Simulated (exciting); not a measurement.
# Se K-edge absorption of Zn2SeS, all-electron BSE

Aim: the Se K absorption edge of Zn2SeS with the electron–hole interaction treated explicitly, and what each term of the kernel does.

Program: exciting sodium. Level of theory: X-ray absorption, core-level Bethe-Salpeter equation, exchange and statically screened direct term, Tamm-Dancoff, all-electron LAPW+lo LDA. Results are calculated unless marked as measured.

## 1. The starting structure

Symmetry: R3m, No. 160, trigonal system. The conventional cell has a = 3.907 Å, b = 3.907 Å, c = 19.151 Å, α = 90.00°, β = 90.00°, γ = 120.00°. Nearest to Se lie 4 Zn at 2.42 to 2.45 Å. Nearest to Zn lie 3 S at 2.37 Å and 1 Se at 2.45 Å. Nearest to Zn lie 1 S at 2.33 Å and 3 Se at 2.42 Å. Nearest to S lie 4 Zn at 2.33 to 2.37 Å. Farther neighbours and most contacts between anions are not listed.

As a file:

```xyz
4
Lattice="1.9537 1.1280 6.3837 -1.9537 1.1280 6.3837 0.0000 -2.2560 6.3837" Properties=species:S:1:pos:R:3 pbc="T T T"
Se    0.0000    0.0000   11.9603
Zn    0.0000    0.0000    9.5061
Zn    0.0000    0.0000    0.0717
S     0.0000    0.0000    2.4006
```

Differences between curves are given as r.m.s. difference over r.m.s. height.

## 2. Ground state

The species files are the program's own, with muffin-tin radii set in the input.

input.xml reads:

```
<input>
  <title>Zn2SeS</title>
  <structure speciespath="." autormt="false" epslat="1.0e-5">
    <crystal>
      <basevect>3.6920517244 2.1316070569 12.0633561391</basevect>
      <basevect>-3.6920517244 2.1316070569 12.0633561391</basevect>
      <basevect>0.0000000000 -4.2632141139 12.0633561391</basevect>
    </crystal>
    <species speciesfile="Se.xml" rmt="2.219">
      <atom coord="0.6245269400 0.6245269400 0.6245269400"/>
    </species>
    <species speciesfile="Zn.xml" rmt="2.219">
      <atom coord="0.4963773900 0.4963773900 0.4963773900"/>
      <atom coord="0.0037438600 0.0037438600 0.0037438600"/>
    </species>
    <species speciesfile="S.xml" rmt="2.050">
      <atom coord="0.1253508100 0.1253508100 0.1253508100"/>
    </species>
  </structure>
  <groundstate do="fromscratch" xctype="LDA_PW" ngridk="3 3 3" rgkmax="7" gmaxvr="14" nempty="8" swidth="0.001" maxscl="100" epsengy="1e-5"/>
</input>
```

On the command line:

```console
$ OMP_NUM_THREADS=1 mpirun -n 4 exciting
```

Output:

```text
EXCITING SODIUM started
********************************************************************************
* Ground-state run starting from atomic densities                              *
********************************************************************************
+ Starting initialization                                                      +
 Lattice vectors (cartesian) :
      3.6920517244      2.1316070569     12.0633561391
     -3.6920517244      2.1316070569     12.0633561391
      0.0000000000     -4.2632141139     12.0633561391
 Reciprocal lattice vectors (cartesian) :
      0.8509069992      0.4912713850      0.1736162871
     -0.8509069992      0.4912713850      0.1736162871
      0.0000000000     -0.9825427701      0.1736162871
 Unit cell volume                           :     569.6319309639
 Brillouin zone volume                      :       0.4354570030
 Species :    1 (Se)
     parameters loaded from                 :    Se.xml
     name                                   :    selenium
     nuclear charge                         :     -34.00000000
     electronic charge                      :      34.00000000
     atomic mass                            :  143935.27480000
     muffin-tin radius                      :       2.21900000
     # of radial points in muffin-tin       :     350
     atomic positions (lattice) :
       1 :   0.00000000  0.00000000  0.00000000
 Species :    2 (Zn)
     parameters loaded from                 :    Zn.xml
     name                                   :    zinc
     nuclear charge                         :     -30.00000000
     electronic charge                      :      30.00000000
     atomic mass                            :  119198.67800000
     muffin-tin radius                      :       2.21900000
     # of radial points in muffin-tin       :     350
     atomic positions (lattice) :
       1 :   0.87185045  0.87185045  0.87185045
       2 :   0.37921692  0.37921692  0.37921692
 Species :    3 (S)
     parameters loaded from                 :    S.xml
     name                                   :    sulphur
     nuclear charge                         :     -16.00000000
     electronic charge                      :      16.00000000
     atomic mass                            :   58452.74216000
     muffin-tin radius                      :       2.05000000
     # of radial points in muffin-tin       :     300
     atomic positions (lattice) :
       1 :   0.50082387  0.50082387  0.50082387
 Total number of atoms per unit cell        :       4
 Spin treatment                             :    spin-unpolarised
 Number of Bravais lattice symmetries       :      12
 Number of crystal symmetries               :       6
 k-point grid                               :       3    3    3
 Total number of k-points                   :      10
 k-point set is reduced with crystal symmetries
 R^MT_min * |G+k|_max (rgkmax)              :       7.00000000
 Species with R^MT_min                      :       3 (S)
 Maximum |G+k| for APW functions            :       3.41463415
 Maximum |G| for potential and density      :      14.00000000
 G-vector grid sizes                        :      60    60    60
 Total number of G-vectors                  :   26513
 Maximum angular momentum used for
     APW functions                          :       8
     computing H and O matrix elements      :       8
     potential and density                  :       8
     inner part of muffin-tin               :       2
 Total nuclear charge                       :    -110.00000000
 Total electronic charge                    :     110.00000000
 Total core charge                          :      52.00000000
 Total valence charge                       :      58.00000000
 Number of empty states                     :       8
 Total number of valence states             :      38
 Maximum Hamiltonian size                   :     426
 Maximum number of plane-waves              :     384
 Total number of local-orbitals             :      42
 Exchange-correlation type                  :       3
     Perdew-Wang, Phys. Rev. B 45, 13244 (1992)
 Smearing scheme                            :    Gaussian
 Smearing width                             :       0.00100000
 Using multisecant Broyden potential mixing
+ Ending initialization                                                        +
********************************************************************************
* Groundstate module started                                                   *
********************************************************************************
 Output level for this task is set to normal
+ Self-consistent loop started                                                 +
 Density and potential initialised from atomic data
+ SCF iteration number :    1                                                  +
 Total energy                               :     -6406.24832881
 _______________________________________________________________
 Fermi energy                               :         0.13746063
 Kinetic energy                             :      6537.63115245
 Coulomb energy                             :    -12696.89721783
 Exchange energy                            :      -237.31741467
 Correlation energy                         :        -9.66484876
 DOS at Fermi energy (states/Ha/cell)       :         0.00000000
 Electron charges :
     core                                   :        52.00000000
     core leakage                           :         0.00090480
     valence                                :        58.00000000
     interstitial                           :         6.53863329
     charge in muffin-tin spheres :
                  atom     1    Se          :        32.24994188
                  atom     2    Zn          :        28.40474972
                  atom     3    Zn          :        28.47705686
                  atom     4     S          :        14.32961826
     total charge in muffin-tins            :       103.46136671
     total charge                           :       110.00000000
 Estimated fundamental gap                  :         0.05970565
        valence-band maximum at    1      0.0000  0.0000  0.0000
     conduction-band minimum at    1      0.0000  0.0000  0.0000
[... further iterations ...]
| Convergence targets achieved. Performing final SCF iteration                 +
 Total energy                               :     -6412.08922846
 _______________________________________________________________
 Fermi energy                               :         0.14152453
 Kinetic energy                             :      6534.58136240
 Coulomb energy                             :    -12699.49105796
 Exchange energy                            :      -237.51194947
 Correlation energy                         :        -9.66758344
 DOS at Fermi energy (states/Ha/cell)       :         0.00000000
 Electron charges :
     core                                   :        52.00000000
     core leakage                           :         0.00088898
     valence                                :        58.00000000
     interstitial                           :         6.67015121
     charge in muffin-tin spheres :
                  atom     1    Se          :        32.06119779
                  atom     2    Zn          :        28.56904317
                  atom     3    Zn          :        28.61916848
                  atom     4     S          :        14.08043935
     total charge in muffin-tins            :       103.32984879
     total charge                           :       110.00000000
 Estimated fundamental gap                  :         0.04437464
        valence-band maximum at    1      0.0000  0.0000  0.0000
     conduction-band minimum at    1      0.0000  0.0000  0.0000
+ Self-consistent loop stopped                                                 +
 STATE.OUT is written
********************************************************************************
* Groundstate module stopped                                                   *
********************************************************************************
 Total time spent (seconds)                 :       151.90
| EXCITING SODIUM stopped                                                      =
```

Wall time 2.6 min (4 MPI ranks of Intel Xeon at 2.50GHz (Skylake/Cascade Lake), shared host).

The mesh shows a gap of 1.21 eV. Core levels (Dirac, from the valence top):

```tsv
atom	level	energy (eV)
Se	2s1/2	-1597.5
Se	2p1/2	-1433.9
Se	2p3/2	-1392.2
Se	3s1/2	-206.1
Se	3p1/2	-150.1
Se	3p3/2	-144.2
```

## 3. A richer basis for the empty states

Each species file gets more local orbitals, built from u and its energy derivative at 0.15 Ha and u at 0.9 Ha.

input.xml is that of step 2.

SPECIES.xml, added lines reads:

```
<lo l="L">  <!-- L = 0, 1, 2 -->
  <wf matchingOrder="0" trialEnergy="0.1500" searchE="false"/>
  <wf matchingOrder="1" trialEnergy="0.1500" searchE="false"/>
  <wf matchingOrder="0" trialEnergy="0.9000" searchE="false"/>
</lo>
```

On the command line:

```console
$ OMP_NUM_THREADS=1 mpirun -n 4 exciting
```

Output:

```text
EXCITING SODIUM started
********************************************************************************
* Ground-state run starting from atomic densities                              *
********************************************************************************
+ Starting initialization                                                      +
[... lattice and species ...]
 Spin treatment                             :    spin-unpolarised
 Number of Bravais lattice symmetries       :      12
[...]
valence-band maximum at    1      0.0000  0.0000  0.0000
     conduction-band minimum at    1      0.0000  0.0000  0.0000
+ Self-consistent loop stopped                                                 +
 STATE.OUT is written
********************************************************************************
* Groundstate module stopped                                                   *
********************************************************************************
 Total time spent (seconds)                 :       140.10
| EXCITING SODIUM stopped                                                      =
[key lines of the parts left out:]
Total energy                               :     -6412.09066598
Fermi energy                               :         0.14185832
```

It took 2.4 min on 4 MPI ranks.

Against the first ground state the total energy moves by -10 meV an atom and the gap by 0.00 eV.

[end of part 1 of 2]

[Banner, clock and machine lines of the logs are left out without a mark of their own.]

[Logs are printed without paths, hosts, clocks, repeated set-up lines and the standing remarks that a program may print on its own settings, such as how far it seeks lower states.]

[Hosts, paths, dates, database ids (printed as entryN), source tags and the programs' standing remarks are cut or masked in the printed files.]
